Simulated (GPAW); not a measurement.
## Optical response of TiB2

Aim: the dielectric function of TiB2, and the optical constants that follow from it.

Program: GPAW 26.7.0. Level of theory: DFT, PBE, plane-wave PAW (GPAW data sets), scalar-relativistic, RPA, optical limit. Results are calculated unless marked as measured.

## Step 1: Starting point

The structure is hexagonal, space group P6/mmm (No. 191). The conventional cell has a = 3.029 Å, b = 3.029 Å, c = 3.228 Å, α = 90.00°, β = 90.00°, γ = 120.00°. Nearest to Ti lie 12 B at 2.38 Å. Nearest to B lie 3 B at 1.75 Å and 6 Ti at 2.38 Å. Farther neighbours are not listed.

Structure file:

```cif
data_structure
_symmetry_space_group_name_H-M 'P6/mmm'
_symmetry_Int_Tables_number 191
_cell_length_a 3.0292
_cell_length_b 3.0292
_cell_length_c 3.2284
_cell_angle_alpha 90.000
_cell_angle_beta 90.000
_cell_angle_gamma 120.000
_cell_volume 25.66
loop_
_atom_site_label
_atom_site_type_symbol
_atom_site_symmetry_multiplicity
_atom_site_Wyckoff_symbol
_atom_site_fract_x
_atom_site_fract_y
_atom_site_fract_z
_atom_site_occupancy
Ti1 Ti 1 a 0.00000 0.00000 0.00000 1
B1 B 2 d 0.66667 0.33333 0.50000 1
```

## Step 2: Ground state

The self-consistent density comes first; it also tells whether there is a gap, which decides the occupations and the need for a Drude term.

This step: DFT, PBE, plane-wave PAW (GPAW data sets), scalar-relativistic, ground state (GPAW 26.7.0).

The input, gs.py:

```python
from ase import Atoms
from ase.dft.bandgap import bandgap
from gpaw import GPAW, PW, FermiDirac

atoms = Atoms(['Ti', 'B', 'B'],
              cell=[[3.029200000000, 0.000000000000, 0.000000000000],
                    [-1.514600000000, 2.623364153100, 0.000000000000],
                    [0.000000000000, 0.000000000000, 3.228400000000]],
              scaled_positions=[[0.000000000000, 0.000000000000, 0.000000000000],
                                [0.666666666700, 0.333333333300, 0.500000000000],
                                [0.333333333300, 0.666666666700, 0.500000000000]],
              pbc=[True, True, True])
atoms.calc = GPAW(mode=PW(500), xc='PBE', kpts={'size': (9, 9, 7), 'gamma': True},
                  occupations=FermiDirac(0.05), maxiter=150, txt='gs.txt')
print('energy (eV)', atoms.get_potential_energy())
print('Fermi level (eV)', atoms.calc.get_fermi_level())
print('valence electrons', atoms.calc.get_number_of_electrons())
print('gap (eV)', bandgap(atoms.calc, output=None)[0])
print('direct gap (eV)', bandgap(atoms.calc, direct=True, output=None)[0])
atoms.calc.write('gs.gpw')
```

Command:

```sh
> OMP_NUM_THREADS=1 python gs.py
```

Numbers of over 12 decimals in the logs are rounded to 6 here.

Output:

```text
__  _  _
 | _ |_)|_||  |
 |__||  | ||/\| - 26.7.0

Versions:
  Python: 3.12.14
  ASE:    3.29.0
  Numpy:  2.5.5
  Scipy:  1.18.1
  Libxc:  7.0.0

Input parameters:
  mode=PW(ecut=500.0),
  kpts=MonkhorstPack(size=(9, 9, 7), gamma=True),
  maxiter=150,
  occupations=Occupations(name='fermi-dirac', width=0.05, fixmagmom=False),
  xc=XC(name='PBE')

Diagonalizing LCAO Hamiltonian
Converting LCAO to pw mode

         B  B

       Ti

Atoms  # Å, Bohr magnetons
|   | symbol |         x |        y |        z |    initial magnetic moments |
| 0 |     Ti |  0.000000 | 0.000000 | 0.000000 | ( 0.0000,  0.0000,  0.0000) |
| 1 |      B |  1.514600 | 0.874455 | 1.614200 | ( 0.0000,  0.0000,  0.0000) |
| 2 |      B | -0.000000 | 1.748909 | 1.614200 | ( 0.0000,  0.0000,  0.0000) |

Unit cell  # Å
| periodic |         x |        y |        z |  lengths |     angles |
|      yes |  3.029200 | 0.000000 | 0.000000 | 3.029200 |  90.000000 |
|      yes | -1.514600 | 2.623364 | 0.000000 | 3.029200 |  90.000000 |
|      yes |  0.000000 | 0.000000 | 3.228400 | 3.228400 | 120.000000 |

Number of symmetries: 24
Symmetry operations  # r_c * U_cc + t_c -> r_c
|    | kind |            matrix            |
|  0 |  σ   |  1, 1, 0,  0,-1, 0,  0, 0, 1 |
|  1 |  C2  |  1, 1, 0,  0,-1, 0,  0, 0,-1 |
|  2 |  C6  |  1, 1, 0, -1, 0, 0,  0, 0, 1 |
|  3 |  S6  |  1, 1, 0, -1, 0, 0,  0, 0,-1 |
|  4 |  E   |  1, 0, 0,  0, 1, 0,  0, 0, 1 |
|  5 |  σ   |  1, 0, 0,  0, 1, 0,  0, 0,-1 |
|  6 |  σ   |  1, 0, 0, -1,-1, 0,  0, 0, 1 |
|  7 |  C2  |  1, 0, 0, -1,-1, 0,  0, 0,-1 |
|  8 |  σ   |  0, 1, 0,  1, 0, 0,  0, 0, 1 |
|  9 |  C2  |  0, 1, 0,  1, 0, 0,  0, 0,-1 |
| 10 |  C3  |  0, 1, 0, -1,-1, 0,  0, 0, 1 |
| 11 |  S3  |  0, 1, 0, -1,-1, 0,  0, 0,-1 |
| 12 |  C6  |  0,-1, 0,  1, 1, 0,  0, 0, 1 |
| 13 |  S6  |  0,-1, 0,  1, 1, 0,  0, 0,-1 |
| 14 |  σ   |  0,-1, 0, -1, 0, 0,  0, 0, 1 |
| 15 |  C2  |  0,-1, 0, -1, 0, 0,  0, 0,-1 |
| 16 |  σ   | -1, 0, 0,  1, 1, 0,  0, 0, 1 |
| 17 |  C2  | -1, 0, 0,  1, 1, 0,  0, 0,-1 |
| 18 |  C2  | -1, 0, 0,  0,-1, 0,  0, 0, 1 |
| 19 |  i   | -1, 0, 0,  0,-1, 0,  0, 0,-1 |
| 20 |  C3  | -1,-1, 0,  1, 0, 0,  0, 0, 1 |
| 21 |  S3  | -1,-1, 0,  1, 0, 0,  0, 0,-1 |
| 22 |  σ   | -1,-1, 0,  0, 1, 0,  0, 0, 1 |
| 23 |  C2  | -1,-1, 0,  0, 1, 0,  0, 0,-1 |

BZ-sampling:
  Number of BZ points: 567
  Number of IBZ points: 48

  Monkhorst-Pack size: [9, 9, 7]
  Monkhorst-Pack shift: [0, 0, 0]

K-points  # in reciprocal-cell coordinates
|     |                                coordinates |     weight |
|   0 | (  0.00000000,   0.00000000,   0.00000000) | 0.00176367 |
|   1 | (  0.00000000,   0.00000000,   0.14285714) | 0.00352734 |
|   2 | (  0.00000000,   0.00000000,   0.28571429) | 0.00352734 |
|   3 | (  0.00000000,   0.00000000,   0.42857143) | 0.00352734 |
|   4 | (  0.11111111,   0.00000000,   0.00000000) | 0.01058201 |
|   5 | (  0.11111111,   0.00000000,   0.14285714) | 0.02116402 |
|   6 | (  0.11111111,   0.00000000,   0.28571429) | 0.02116402 |
|   7 | (  0.11111111,   0.00000000,   0.42857143) | 0.02116402 |
|   8 | (  0.22222222,  -0.11111111,   0.00000000) | 0.01058201 |
|   9 | (  0.22222222,  -0.11111111,   0.14285714) | 0.02116402 |
| ... |                                            |            |
|  47 | (  0.44444444,   0.44444444,   0.42857143) | 0.02116402 |

Plane wave coefficients: 666
Cutoff: 500.0 eV

Spin-components: 1 (collinear spins)
Bands:           15
Projectors:      16
Spin-degeneracy: 2
Datatype:        complex128

Parallelization:
  kpt:    1
  domain: 1
  band:   1

Density:
  Valence electrons: 18.0
  Components: 1
  Grid points: [16 16 18]
  Charge: 0.0  # |e|

Potential:
  Grid points: [16 16 18]

species:
  Ti:
    name:    Titanium
    id:
    Z:       22.0
    valence: 12
    core:    10
    charge:  0.0  # [|e|]
    compensation charges:
      type: gauss
      rc: 0.38  # [Å]
      lmax: 2
    cutoffs:
      filter: 2.23  # [Å]
      core: 1.02  # [Å]
    projectors
    | kind |    occ | energy [eV] | rcut [Å] |
    |   3s |  2.000 |     -62.623 |    1.270 |
    |   4s |  2.000 |      -4.466 |    1.270 |
    |   3p |  6.000 |     -38.862 |    1.058 |
    |   4p |  0.000 |      -1.466 |    1.058 |
    |   3d |  2.000 |      -4.258 |    1.058 |
    |    d |        |      22.953 |    1.058 |

    Using partial waves for Ti as LCAO basis

  B:
    name:    Boron
    id:
    Z:       5.0
    valence: 3
    core:    2
    charge:  0.0  # [|e|]
    compensation charges:
      type: gauss
      rc: 0.20  # [Å]
      lmax: 2
    cutoffs:
      filter: 1.14  # [Å]
      core: 1.38  # [Å]
    projectors
    | kind |    occ | energy [eV] | rcut [Å] |
    |   2s |  2.000 |      -9.443 |    0.635 |
    |   2p |  1.000 |      -3.606 |    0.635 |
    |    s |        |      17.768 |    0.635 |
    |    p |        |      23.605 |    0.635 |
    |    d |        |       0.000 |    0.635 |

    Using partial waves for B as LCAO basis

Reference energy: -24562.993416  # eV

eigensolver:
  PPCG
  Converge bands: occupied
  niter=2

density mixing:
  MSR1-Mixer
  Pratt-step length: 0.05
  Maximum mixing coefficient: 0.75
  Old densities: 10
  SVD Regularization: 0.005
  Good broyden scale: 1.0
  Trust region scale: 1.0
  Backstep threshold: 4.0
  History deletion threshold: 6.0
  Fourier metric: weight=20.0, sigma=0.015

occupation numbers:
  Fermi-Dirac:
    width: 0.0500  # eV

poisson solver:
  ecut: 4000.0  # eV

xc functional:
  name: PBE with 2 nearest neighbor stencil

convergence criteria:
- Maximum [total energy] change in last 3 cyles: 0.0005 eV / valence electron
- Maximum integral of absolute [dens]ity change: 0.0001 electrons / valence electron
- Maximum integral of absolute [eigenst]ate change: 4e-08 eV^2 / valence electron
maximum number of iterations: 150

SCF iterations
|iter     |      energy | eigst |  dens |
|iter:   1||  -24.977745 | +0.19 |       |
|iter:   2||  -24.418828 | -1.85 | -0.93 |
|iter:   3||  -23.217268 | -0.57 | -1.00 |
|iter:   4||  -23.195624 | -2.02 | -1.70 |
|iter:   5||  -23.203124 | -3.08 | -1.99 |
|iter:   6||  -23.203068c| -3.63 | -2.56 |
|iter:   7||  -23.203078c| -4.99 | -3.17 |
|iter:   8||  -23.203078c| -6.84 | -4.15c|
|iter:   9||  -23.203078c| -7.87c| -4.68c|

Converged in 9 steps
SCF loop duration: 12.403 s (1.378 s/step)
Energy contributions relative to reference atoms: (reference = -24562.993416)

Energy contributions:
  Kinetic:          21.389189
  Coulomb:         -19.386247
  Zero:             -0.004951
  External:          0.000000
  Xc:              -25.200054
  Entropy:          -0.002029
  Spinorbit:         0.000000
  ----------------------------
  Free energy:     -23.204092
  Extrapolated:    -23.203078

dipole moment: (-4.820274, -8.348960, -10.274510)  # |e|*Ang

Fermi level: 11.506
Eigenvalues  # (at kpt = [0.000, 0.000, 0.000])
| band index |      eig [eV] | occ [0-2] |
|          0 |       -45.451 |     2.000 |
|          1 |       -21.818 |     2.000 |
|          2 |       -21.498 |     2.000 |
|          3 |       -21.498 |     2.000 |
|          4 |        -2.034 |     2.000 |
|          5 |         8.867 |     2.000 |
|          6 |         8.867 |     2.000 |
|          7 |         9.132 |     2.000 |
|          8 |         9.364 |     2.000 |
|          9 |        13.380 |     0.000 |
|         10 |        13.380 |     0.000 |
|         11 |        15.134 |     0.000 |
|         12 |        15.134 |     0.000 |
|         13 |        17.232 |     0.000 |
|         14 |        17.232 |     0.000 |

No gap
No difference between direct/indirect transitions

--- standard output ---
energy (eV) -23.203078
Fermi level (eV) 11.506087
valence electrons 18.0
gap (eV) 0.0
direct gap (eV) 0.0
```

The job ended after 16 s (1 thread of Arm Neoverse N1, shared host; peak memory 0.14 GiB).

Read-outs, printed or worked out from the files:

* energy: -23.20 eV
* Fermi energy: 11.51 eV
* electrons: 18

There are states at the Fermi level within the smearing, so the occupations stay smeared and the carriers get a Drude term.

## Step 3: Bands for the response

The response needs many more empty bands than the density does.

This step: DFT, PBE, plane-wave PAW (GPAW data sets), scalar-relativistic, bands at fixed density (GPAW 26.7.0).

The input, nscf.py:

```python
from ase.dft.bandgap import bandgap
from gpaw import GPAW, FermiDirac

calc = GPAW('gs.gpw').fixed_density(kpts={'size': (18, 18, 13), 'gamma': True}, nbands=37, convergence={'bands': 31},
                                    occupations=FermiDirac(0.05), txt='nscf.txt')
print('gap (eV)', bandgap(calc, output=None)[0])
print('direct gap (eV)', bandgap(calc, direct=True, output=None)[0])
print('top band over the Fermi level (eV)', min(calc.get_eigenvalues(kpt=k)[30] for k in range(len(calc.get_ibz_k_points()))) - calc.get_fermi_level())
calc.write('full.gpw', mode='all')
```

Command:

```sh
> OMP_NUM_THREADS=1 python nscf.py
```

Output:

```text
Diagonalizing LCAO Hamiltonian
Converting LCAO to pw mode
convergence criteria:
- Maximum integral of absolute [eigenst]ate change: 4e-08 eV^2 / valence electron
maximum number of iterations: 150

SCF iterations
|iter     |      energy | eigst |  dens |
|iter:   1||             | +2.93 |       |
|iter:   2||             | +1.03 |       |
|iter:   3||             | -0.16 |       |
|iter:   4||             | -1.19 |       |
|iter:   5||             | -2.37 |       |
|iter:   6||             | -3.58 |       |
|iter:   7||             | -4.79 |       |
|iter:   8||             | -5.59 |       |
|iter:   9||             | -6.39 |       |
|iter:  10||             | -7.12 |       |
|iter:  11||             | -7.79c|       |
SCF steps: 11
  __  _  _
 | _ |_)|_||  |
 |__||  | ||/\| - 26.7.0

Versions:
  Python: 3.12.14
  ASE:    3.29.0
  Numpy:  2.5.5
  Scipy:  1.18.1
  Libxc:  7.0.0

Input parameters:
  mode=PW(ecut=500.0),
  convergence={'bands': 31},
  gpts=array([16, 16, 18]),
  kpts=MonkhorstPack(size=(18, 18, 13), gamma=True),
  maxiter=150,
  nbands=37,
  occupations=Occupations(name='fermi-dirac', width=0.05, fixmagmom=False),
  parallel={},
  xc=XC(name='PBE')

--- standard output ---
gap (eV) 0.0
direct gap (eV) 0.0
top band over the Fermi level (eV) 34.039202
```

It took 2.9 min on 1 thread; peak memory 0.28 GiB.

[end of part 1 of 2]

[Machine, clock and banner lines and Python warnings are left out of the logs.]

[Logs are printed without paths, hosts, clocks, repeated set-up lines and the standing remarks that a program may print on its own settings, such as how far it seeks lower states.]

[Hosts, paths, dates, database ids (printed as entryN), source tags and the programs' standing remarks are cut or masked in the printed files.]
